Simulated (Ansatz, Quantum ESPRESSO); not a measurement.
# Evanescent states of NaCl, rock salt type, lattice constant set to 5.809 Å, part 2 of 4

Wanted: the complex band structure of NaCl, rock salt type, lattice constant set to 5.809 Å, as for a tunnel barrier.

Quantum ESPRESSO 7.5; plane-wave DFT, LDA, PseudoDojo norm-conserving pseudopotentials; cross-check by Ansatz 0.2.0 with PAW datasets.

So far. Step 2 (Self-consistent run): The run needed 8 iterations to bring the estimated error under 1e-09 Ry.

## (3) Complex bands with pwcond.x

Level of this step: complex band structure by pwcond; plane-wave DFT, LDA, PseudoDojo norm-conserving pseudopotentials (Quantum ESPRESSO).

ikind = 0 solves one period of the crystal for all kz, real and complex, at each energy and k across. ewind and epsproj trim the two-dimensional plane-wave basis; nz1 sets the subslabs.

Contents of cbs.in:

```
&inputcond
  outdir = './out'
  prefixl = 'scf'
  band_file = 'cbs'
  ikind = 0
  ewind = 4.0
  epsproj = 1e-05
  nz1 = 7
  energy0 = 6.9
  denergy = -0.23
/
4
  0.00000000 0.00000000 1.00000000
  0.50000000 0.00000000 1.00000000
  0.50000000 0.50000000 1.00000000
  0.25000000 0.00000000 1.00000000
40
```

Run with:

```console
$ OMP_NUM_THREADS=1 mpirun -n 2 pwcond.x -in cbs.in > cbs.out
```

What it wrote:

```text
[banner, memory and clock lines left out]
Program PWCOND v.7.5 starts

          URL

     ./out/scf.save/

     IMPORTANT: XC functional enforced from input :
     Exchange-correlation= PW
                           (   1   4   0   0   0   0   0)
     Any further DFT definition will be discarded
     Please, verify this is what you really want

     Reading collected, re-writing distributed wavefunctions

===== INPUT FILE containing the left lead =====

     GEOMETRY:

     lattice parameter (alat)  =       7.7622  a.u.
     the volume                =     661.4100 (a.u.)^3
     the cross section         =      60.2519 (a.u.)^2
     l of the unit cell        =       1.4142 (alat)
     number of atoms/cell      =            4
     number of atomic types    =            2

     crystal axes: (cart. coord. in units of alat)
               a(1) = (  1.0000  0.0000  0.0000 )
               a(2) = (  0.0000  1.0000  0.0000 )
               a(3) = (  0.0000  0.0000  1.4142 )

   Cartesian axes

     site n.     atom                  positions (alat units)
          1        Na     tau(  1)=(  0.0000  0.0000  1.4142  )
          2        Cl     tau(  2)=(  0.5000  0.5000  1.4142  )
          3        Na     tau(  3)=(  0.5000  0.5000  0.7071  )
          4        Cl     tau(  4)=(  0.0000  0.0000  0.7071  )

     nr1s                      =           45
     nr2s                      =           45
     nr3s                      =           64
     nr1sx                     =           45
     nr2sx                     =           45
     nr3sx                     =           64
     nr1                       =           45
     nr2                       =           45
     nr3                       =           64
     nr1x                      =           45
     nr2x                      =           45
     nr3x                      =           64

 _______________________________
  Radii of nonlocal spheres:

     type       ibeta     ang. mom.          radius (alat units)
       Na         1         0                    0.1520
       Na         2         0                    0.1546
       Na         3         1                    0.1971
       Na         4         1                    0.1984
       Cl         1         0                    0.1984
       Cl         2         0                    0.1984
       Cl         3         1                    0.1752
       Cl         4         1                    0.1752
       Cl         5         2                    0.2280
       Cl         6         2                    0.2306
----- General information -----

----- Complex band structure calculation -----

     nrx                       =           45
     nry                       =           45
     nz1                       =            7

     energy0               =         6.9E+00
     denergy               =        -2.3E-01
     nenergy               =         40
     ecut2d                =         7.6E+01
     ewind                 =         4.0E+00
     epsproj               =         1.0E-05

     number of k_|| points=    4
                       cryst. coord.
        k(    1) = (   0.0000000   0.0000000), wk =   0.2500000
        k(    2) = (   0.5000000   0.0000000), wk =   0.2500000
        k(    3) = (   0.5000000   0.5000000), wk =   0.2500000
        k(    4) = (   0.2500000   0.0000000), wk =   0.2500000
----- Information about left lead -----

     nocros                   =           26
     noins                    =           26
     norb                     =           78
     norbf                    =           78
     nrz                      =           64

      iorb      type   ibeta   ang. mom.   m       position (alat)
        1        1       1        0        1   taunew(   1)=(  0.0000  0.0000  0.0000)
        2        1       2        0        1   taunew(   2)=(  0.0000  0.0000  0.0000)
        3        1       3        1        1   taunew(   3)=(  0.0000  0.0000  0.0000)
        4        1       3        1        2   taunew(   4)=(  0.0000  0.0000  0.0000)
        5        1       3        1        3   taunew(   5)=(  0.0000  0.0000  0.0000)
        6        1       4        1        1   taunew(   6)=(  0.0000  0.0000  0.0000)
        7        1       4        1        2   taunew(   7)=(  0.0000  0.0000  0.0000)
        8        1       4        1        3   taunew(   8)=(  0.0000  0.0000  0.0000)
        9        2       1        0        1   taunew(   9)=(  0.5000  0.5000  0.0000)
       10        2       2        0        1   taunew(  10)=(  0.5000  0.5000  0.0000)
       11        2       3        1        1   taunew(  11)=(  0.5000  0.5000  0.0000)
       12        2       3        1        2   taunew(  12)=(  0.5000  0.5000  0.0000)
       13        2       3        1        3   taunew(  13)=(  0.5000  0.5000  0.0000)
       14        2       4        1        1   taunew(  14)=(  0.5000  0.5000  0.0000)
       15        2       4        1        2   taunew(  15)=(  0.5000  0.5000  0.0000)
       16        2       4        1        3   taunew(  16)=(  0.5000  0.5000  0.0000)
       17        2       5        2        1   taunew(  17)=(  0.5000  0.5000  0.0000)
       18        2       5        2        2   taunew(  18)=(  0.5000  0.5000  0.0000)
       19        2       5        2        3   taunew(  19)=(  0.5000  0.5000  0.0000)
       20        2       5        2        4   taunew(  20)=(  0.5000  0.5000  0.0000)
       21        2       5        2        5   taunew(  21)=(  0.5000  0.5000  0.0000)
       22        2       6        2        1   taunew(  22)=(  0.5000  0.5000  0.0000)
       23        2       6        2        2   taunew(  23)=(  0.5000  0.5000  0.0000)
       24        2       6        2        3   taunew(  24)=(  0.5000  0.5000  0.0000)
       25        2       6        2        4   taunew(  25)=(  0.5000  0.5000  0.0000)
       26        2       6        2        5   taunew(  26)=(  0.5000  0.5000  0.0000)
       27        1       1        0        1   taunew(  27)=(  0.5000  0.5000  0.7071)
       28        1       2        0        1   taunew(  28)=(  0.5000  0.5000  0.7071)
       29        1       3        1        1   taunew(  29)=(  0.5000  0.5000  0.7071)
       30        1       3        1        2   taunew(  30)=(  0.5000  0.5000  0.7071)
       31        1       3        1        3   taunew(  31)=(  0.5000  0.5000  0.7071)
       32        1       4        1        1   taunew(  32)=(  0.5000  0.5000  0.7071)
       33        1       4        1        2   taunew(  33)=(  0.5000  0.5000  0.7071)
       34        1       4        1        3   taunew(  34)=(  0.5000  0.5000  0.7071)
[...]
4   0.0663 0.0884 0.0221   111111111111111111111111110000000000000000000000000000000000000000000000000000
    5   0.0884 0.1105 0.0221   111111111111111111111111110000000000000000000000000000000000000000000000000000
    6   0.1105 0.1326 0.0221   111111111111111111111111110000000000000000000000000000000000000000000000000000
    7   0.1326 0.1547 0.0221   111111111111111111111111110000000000000000000000000000000000000000000000000000
    8   0.1547 0.1768 0.0221   001111111111111111111111110000000000000000000000000000000000000000000000000000
    9   0.1768 0.1989 0.0221   001111111100000011111111110000000000000000000000000000000000000000000000000000
   10   0.1989 0.2210 0.0221   000000000000000011111111110000000000000000000000000000000000000000000000000000
   11   0.2210 0.2431 0.0221   000000000000000011111111110000000000000000000000000000000000000000000000000000
   12   0.2431 0.2652 0.0221   000000000000000000000000000000000000000000000000000000000000000000000000000000
   13   0.2652 0.2873 0.0221   000000000000000000000000000000000000000000000000000000000000000000000000000000
   14   0.2873 0.3094 0.0221   000000000000000000000000000000000000000000000000000000000000000000000000000000
   15   0.3094 0.3315 0.0221   000000000000000000000000000000000000000000000000000000000000000000000000000000
   16   0.3315 0.3536 0.0221   000000000000000000000000000000000000000000000000000000000000000000000000000000
   17   0.3536 0.3757 0.0221   000000000000000000000000000000000000000000000000000000000000000000000000000000
   18   0.3757 0.3977 0.0221   000000000000000000000000000000000000000000000000000000000000000000000000000000
   19   0.3977 0.4198 0.0221   000000000000000000000000000000000000000000000000000000000000000000000000000000
   20   0.4198 0.4419 0.0221   000000000000000000000000000000000000000000000000000000000000000000000000000000
   21   0.4419 0.4640 0.0221   000000000000000000000000000000000000000000000000000000000000000000000000000000
   22   0.4640 0.4861 0.0221   000000000000000000000000000000000000000000111111111100000000000000000000000000
   23   0.4861 0.5082 0.0221   000000000000000000000000000000000000000000111111111100000000000000000000000000
   24   0.5082 0.5303 0.0221   000000000000000000000000000011111111000000111111111100000000000000000000000000
   25   0.5303 0.5524 0.0221   000000000000000000000000000011111111111111111111111100000000000000000000000000
   26   0.5524 0.5745 0.0221   000000000000000000000000001111111111111111111111111100000000000000000000000000
   27   0.5745 0.5966 0.0221   000000000000000000000000001111111111111111111111111100000000000000000000000000
   28   0.5966 0.6187 0.0221   000000000000000000000000001111111111111111111111111100000000000000000000000000
   29   0.6187 0.6408 0.0221   000000000000000000000000001111111111111111111111111100000000000000000000000000
   30   0.6408 0.6629 0.0221   000000000000000000000000001111111111111111111111111100000000000000000000000000
   31   0.6629 0.6850 0.0221   000000000000000000000000001111111111111111111111111100000000000000000000000000
   32   0.6850 0.7071 0.0221   000000000000000000000000001111111111111111111111111100000000000000000000000000
   33   0.7071 0.7292 0.0221   000000000000000000000000001111111111111111111111111100000000000000000000000000
   34   0.7292 0.7513 0.0221   000000000000000000000000001111111111111111111111111100000000000000000000000000
   35   0.7513 0.7734 0.0221   000000000000000000000000001111111111111111111111111100000000000000000000000000
   36   0.7734 0.7955 0.0221   000000000000000000000000001111111111111111111111111100000000000000000000000000
   37   0.7955 0.8176 0.0221   000000000000000000000000001111111111111111111111111100000000000000000000000000
   38   0.8176 0.8397 0.0221   000000000000000000000000001111111111111111111111111100000000000000000000000000
   39   0.8397 0.8618 0.0221   000000000000000000000000001111111111111111111111111100000000000000000000000000
   40   0.8618 0.8839 0.0221   000000000000000000000000000011111111111111111111111100000000000000000000000000
   41   0.8839 0.9060 0.0221   000000000000000000000000000011111111000000111111111100000000000000000000000000
   42   0.9060 0.9281 0.0221   000000000000000000000000000000000000000000111111111100000000000000000000000000
   43   0.9281 0.9502 0.0221   000000000000000000000000000000000000000000111111111100000000000000000000000000
   44   0.9502 0.9723 0.0221   000000000000000000000000000000000000000000000000000000000000000000000000000000
   45   0.9723 0.9944 0.0221   000000000000000000000000000000000000000000000000000000000000000000000000000000
   46   0.9944 1.0165 0.0221   000000000000000000000000000000000000000000000000000000000000000000000000000000
   47   1.0165 1.0386 0.0221   000000000000000000000000000000000000000000000000000000000000000000000000000000
   48   1.0386 1.0607 0.0221   000000000000000000000000000000000000000000000000000000000000000000000000000000
   49   1.0607 1.0828 0.0221   000000000000000000000000000000000000000000000000000000000000000000000000000000
   50   1.0828 1.1049 0.0221   000000000000000000000000000000000000000000000000000000000000000000000000000000
   51   1.1049 1.1270 0.0221   000000000000000000000000000000000000000000000000000000000000000000000000000000
   52   1.1270 1.1490 0.0221   000000000000000000000000000000000000000000000000000000000000000000000000000000
   53   1.1490 1.1711 0.0221   000000000000000000000000000000000000000000000000000000000000000000000000000000
   54   1.1711 1.1932 0.0221   000000000000000000000000000000000000000000000000000000000000000000001111111111
   55   1.1932 1.2153 0.0221   000000000000000000000000000000000000000000000000000000000000000000001111111111
   56   1.2153 1.2374 0.0221   000000000000000000000000000000000000000000000000000000111111110000001111111111
   57   1.2374 1.2595 0.0221   000000000000000000000000000000000000000000000000000000111111111111111111111111
   58   1.2595 1.2816 0.0221   000000000000000000000000000000000000000000000000000011111111111111111111111111
   59   1.2816 1.3037 0.0221   000000000000000000000000000000000000000000000000000011111111111111111111111111
   60   1.3037 1.3258 0.0221   000000000000000000000000000000000000000000000000000011111111111111111111111111
   61   1.3258 1.3479 0.0221   000000000000000000000000000000000000000000000000000011111111111111111111111111
   62   1.3479 1.3700 0.0221   000000000000000000000000000000000000000000000000000011111111111111111111111111
   63   1.3700 1.3921 0.0221   000000000000000000000000000000000000000000000000000011111111111111111111111111
   64   1.3921 1.4142 0.0221   000000000000000000000000000000000000000000000000000011111111111111111111111111
 ngper, shell number =          357          49
 ngper, n2d =          357          90
---  E-Ef =    6.9000000  k =    0.0000000   0.0000000
---  ie =          1  ik =          1
 Nchannels of the left tip =            1
 Right moving states:
   k1(2pi/a)   k2(2pi/a)   E-Ef (eV)
  -0.3206359  -0.0000000   6.9000000
 Left moving states:
   k1(2pi/a)   k2(2pi/a)   E-Ef (eV)
   0.3206359  -0.0000000   6.9000000

---  E-Ef =    6.6700000  k =    0.0000000   0.0000000
---  ie =          2  ik =          1
 Nchannels of the left tip =            1
 Right moving states:
   k1(2pi/a)   k2(2pi/a)   E-Ef (eV)
  -0.4087174  -0.0000000   6.6700000
 Left moving states:
   k1(2pi/a)   k2(2pi/a)   E-Ef (eV)
   0.4087174   0.0000000   6.6700000
[... further energies and points left out ...]
---  E-Ef =   -1.8400000  k =    0.2500000   0.0000000
---  ie =         39  ik =          4
 Nchannels of the left tip =            0
 Right moving states:
   k1(2pi/a)   k2(2pi/a)   E-Ef (eV)
 Left moving states:
   k1(2pi/a)   k2(2pi/a)   E-Ef (eV)

---  E-Ef =   -2.0700000  k =    0.2500000   0.0000000
---  ie =         40  ik =          4
 Nchannels of the left tip =            0
 Right moving states:
   k1(2pi/a)   k2(2pi/a)   E-Ef (eV)
 Left moving states:
   k1(2pi/a)   k2(2pi/a)   E-Ef (eV)

Note: The following floating-point exceptions are signalling: IEEE_UNDERFLOW_FLAG
Note: The following floating-point exceptions are signalling: IEEE_UNDERFLOW_FLAG
```

It took 2.7 min on 2 MPI ranks of Arm Neoverse V1, shared host; peak memory 0.13 GiB; 5.4 min of CPU time.

Read from the output:

* peak of the smallest κ at the zone centre: 0.36 Å⁻¹
* energy of the peak at the zone centre: 1.84 eV
* peak of the smallest κ at (1/2, 0): 0.631 Å⁻¹
* peak of the smallest κ at (1/4, 0): 0.622 Å⁻¹

K across = (0, 0) in the cell's reciprocal vectors; values within 0.0025 1/Å of each other count once, columns are sorted by size at each energy, a dash where no further value was kept. Im kz of the slowest decaying states against energy, zero at the highest filled level of the SCF mesh:

| energy (eV) | decay 1 (Å⁻¹) | decay 2 (Å⁻¹) | decay 3 (Å⁻¹) |
| --- | --- | --- | --- |
| -2.07 | 0.628 | 1.02 | 1.64 |
| -1.84 | 0.513 | 0.629 | 0.957 |
| -1.61 | 0.246 | 0.716 | 0.884 |
| -1.38 | 0.748 | 0.8 | 1.58 |
| -1.15 | 0.699 | 0.768 | 1.56 |
| -0.92 | 0.57 | 0.78 | 1.54 |
| -0.69 | 0.374 | 0.789 | 1.52 |
| -0.46 | 0.794 | 1.50 | 1.68 |
| -0.23 | 0.797 | 1.48 | 1.67 |
| 0.00 | 0.013 | 0.798 | 1.46 |
| 0.46 | 0.248 | 0.519 | 0.796 |
| 0.69 | 0.288 | 0.601 | 0.793 |
| 0.92 | 0.316 | 0.66 | 0.789 |
| 1.15 | 0.335 | 0.705 | 0.784 |
| 1.38 | 0.348 | 0.74 | 0.778 |
| 1.61 | 0.356 | 0.769 | 1.3 |
| 1.84 | 0.36 | 0.764 | 0.791 |
| 2.07 | 0.36 | 0.755 | 0.81 |
| 2.30 | 0.356 | 0.745 | 0.825 |
| 2.53 | 0.348 | 0.735 | 0.837 |
| 2.76 | 0.337 | 0.724 | 0.846 |
| 2.99 | 0.323 | 0.712 | 0.854 |
| 3.22 | 0.304 | 0.699 | 0.859 |
| 3.45 | 0.28 | 0.685 | 0.863 |
| 3.68 | 0.249 | 0.67 | 0.865 |
| 3.91 | 0.21 | 0.654 | 0.866 |
| 4.14 | 0.154 | 0.637 | 0.865 |
| 4.37 | 0.039 | 0.618 | 0.863 |
| 4.83 | 0.577 | 0.857 | 0.905 |
| 5.06 | 0.553 | 0.852 | 0.87 |
| 5.29 | 0.528 | 0.833 | 0.845 |
| 5.52 | 0.499 | 0.794 | 0.838 |
| 5.75 | 0.468 | 0.753 | 0.83 |
| 5.98 | 0.432 | 0.71 | 0.821 |
| 6.21 | 0.389 | 0.664 | 0.811 |
| 6.44 | 0.335 | 0.614 | 0.8 |
| 6.67 | 0.258 | 0.559 | 0.787 |
| 6.90 | 0.017 | 0.498 | 0.774 |

K across = (0, 0) in the cell's reciprocal vectors. Table of Re kz of states that move upwards by energy, zero at the highest filled level of the SCF mesh:

| energy (eV) | channel 1 (Å⁻¹) | channel 2 (Å⁻¹) | channel 3 (Å⁻¹) |
| --- | --- | --- | --- |
| -2.07 | - | - | - |
| -1.84 | - | - | - |
| -1.61 | - | - | - |
| -1.38 | 0.277 | - | - |
| -1.15 | 0.450 | - | - |
| -0.92 | -0.511 | - | - |
| -0.69 | -0.408 | - | - |
| -0.46 | -0.311 | 0.282 | 0.282 |
| -0.23 | -0.472 | -0.472 | -0.206 |
| 0.00 | -0.0334 | -0.0334 | - |
| 0.46 | - | - | - |
| 0.69 | - | - | - |
| 0.92 | - | - | - |
| 1.15 | - | - | - |
| 1.38 | - | - | - |
| 1.61 | - | - | - |
| 1.84 | - | - | - |
| 2.07 | - | - | - |
| 2.30 | - | - | - |
| 2.53 | - | - | - |
| 2.76 | - | - | - |
| 2.99 | - | - | - |
| 3.22 | - | - | - |
| 3.45 | - | - | - |
| 3.68 | - | - | - |
| 3.91 | - | - | - |
| 4.14 | - | - | - |
| 4.37 | - | - | - |
| 4.83 | 0.223 | - | - |
| 5.06 | 0.281 | - | - |
| 5.29 | 0.333 | - | - |
| 5.52 | 0.382 | - | - |
| 5.75 | 0.429 | - | - |
| 5.98 | 0.476 | - | - |
| 6.21 | 0.525 | - | - |
| 6.44 | -0.504 | - | - |
| 6.67 | -0.442 | - | - |
| 6.90 | -0.347 | - | - |

K across = (1/2, 0) in the cell's reciprocal vectors; values within 0.0025 1/Å of each other count once, columns are sorted by size at each energy, a dash where no further value was kept. The Im kz of the slowest decaying states by energy, zero at the highest filled level of the SCF mesh:

| energy (eV) | decay 1 (Å⁻¹) | decay 2 (Å⁻¹) | decay 3 (Å⁻¹) |
| --- | --- | --- | --- |
| -2.07 | 0.335 | 1.44 | 1.59 |
| -1.61 | 1.39 | 1.49 | - |
| -1.15 | 0.136 | 1.35 | - |
| -0.69 | 1.20 | 1.3 | 2.14 |
| -0.46 | 1.05 | 1.28 | - |
| 0.00 | 0.262 | 1.00 | 1.23 |
| 0.46 | 0.423 | 1.15 | 1.19 |
| 0.92 | 0.512 | 1.14 | 1.19 |
| 1.38 | 0.568 | 1.10 | 1.20 |
| 1.84 | 0.604 | 1.06 | 1.20 |
| 2.30 | 0.624 | 1.02 | 1.19 |
| 2.53 | 0.629 | 0.998 | 1.18 |
| 2.99 | 0.63 | 0.961 | 1.16 |
| 3.45 | 0.621 | 0.925 | 1.14 |
| 3.91 | 0.602 | 0.888 | 1.11 |
| 4.37 | 0.573 | 0.852 | 1.08 |
| 4.83 | 0.534 | 0.815 | 1.05 |
| 5.29 | 0.482 | 0.775 | 1.01 |
| 5.52 | 0.449 | 0.755 | 0.989 |
| 5.98 | 0.367 | 0.712 | 0.947 |
| 6.44 | 0.236 | 0.664 | 0.902 |
| 6.90 | 0.611 | 0.853 | 1.58 |

K across = (1/2, 1/2) in the cell's reciprocal vectors; values within 0.0025 1/Å of each other count once, columns are sorted by size at each energy, a dash where no further value was kept. Im kz of the slowest decaying states against energy, zero at the highest filled level of the SCF mesh:

| energy (eV) | decay 1 (Å⁻¹) | decay 2 (Å⁻¹) | decay 3 (Å⁻¹) |
| --- | --- | --- | --- |
| -2.07 | 0.548 | 0.7 | 2.06 |
| -1.84 | 0.427 | 0.662 | 2.05 |
| -1.38 | 0.564 | 2.02 | - |
| -1.15 | 0.493 | 2.01 | - |
| -0.92 | 0.386 | 1.99 | - |
| -0.46 | 0.172 | 0.235 | 1.97 |
| -0.23 | 0.323 | 0.392 | 1.95 |
| 0.00 | 0.407 | 0.463 | 1.94 |
| 0.46 | 0.508 | 0.537 | 1.91 |
| 0.69 | 0.541 | 0.558 | 1.90 |
| 0.92 | 0.567 | 0.573 | 1.88 |
| 1.38 | 0.591 | 0.604 | 1.85 |
| 1.61 | 0.596 | 0.616 | 1.84 |
| 1.84 | 0.598 | 0.626 | 1.83 |
| 2.30 | 0.596 | 0.638 | 1.80 |
| 2.53 | 0.593 | 0.641 | 1.78 |
| 2.99 | 0.581 | 0.641 | 1.75 |
| 3.22 | 0.573 | 0.638 | 1.74 |
| 3.45 | 0.564 | 0.634 | 1.73 |
| 3.91 | 0.54 | 0.622 | 1.70 |
| 4.14 | 0.526 | 0.613 | 1.68 |
| 4.37 | 0.511 | 0.603 | 1.67 |
| 4.83 | 0.474 | 0.579 | 1.63 |
| 5.06 | 0.453 | 0.565 | 1.62 |
| 5.29 | 0.429 | 0.548 | 1.60 |
| 5.75 | 0.372 | 0.51 | 1.57 |
| 5.98 | 0.337 | 0.487 | 1.55 |
| 6.21 | 0.296 | 0.462 | 1.54 |
| 6.67 | 0.176 | 0.4 | 1.51 |
| 6.90 | 0.005 | 0.014 | 0.361 |

(Continued in part 3 of 4.)

[Logs are printed without paths, hosts, clocks, repeated set-up lines and the standing remarks that a program may print on its own settings, such as how far it seeks lower states.]

[Hosts, paths, dates, database ids (printed as entryN), source tags and the programs' standing remarks are cut or masked in the printed files.]

[Maps of the electrostatic potential energy from Ansatz leave out the sawtooth potential of an applied field or a dipole correction, so their vacuum need not be flat; planar profiles and work functions include it.]
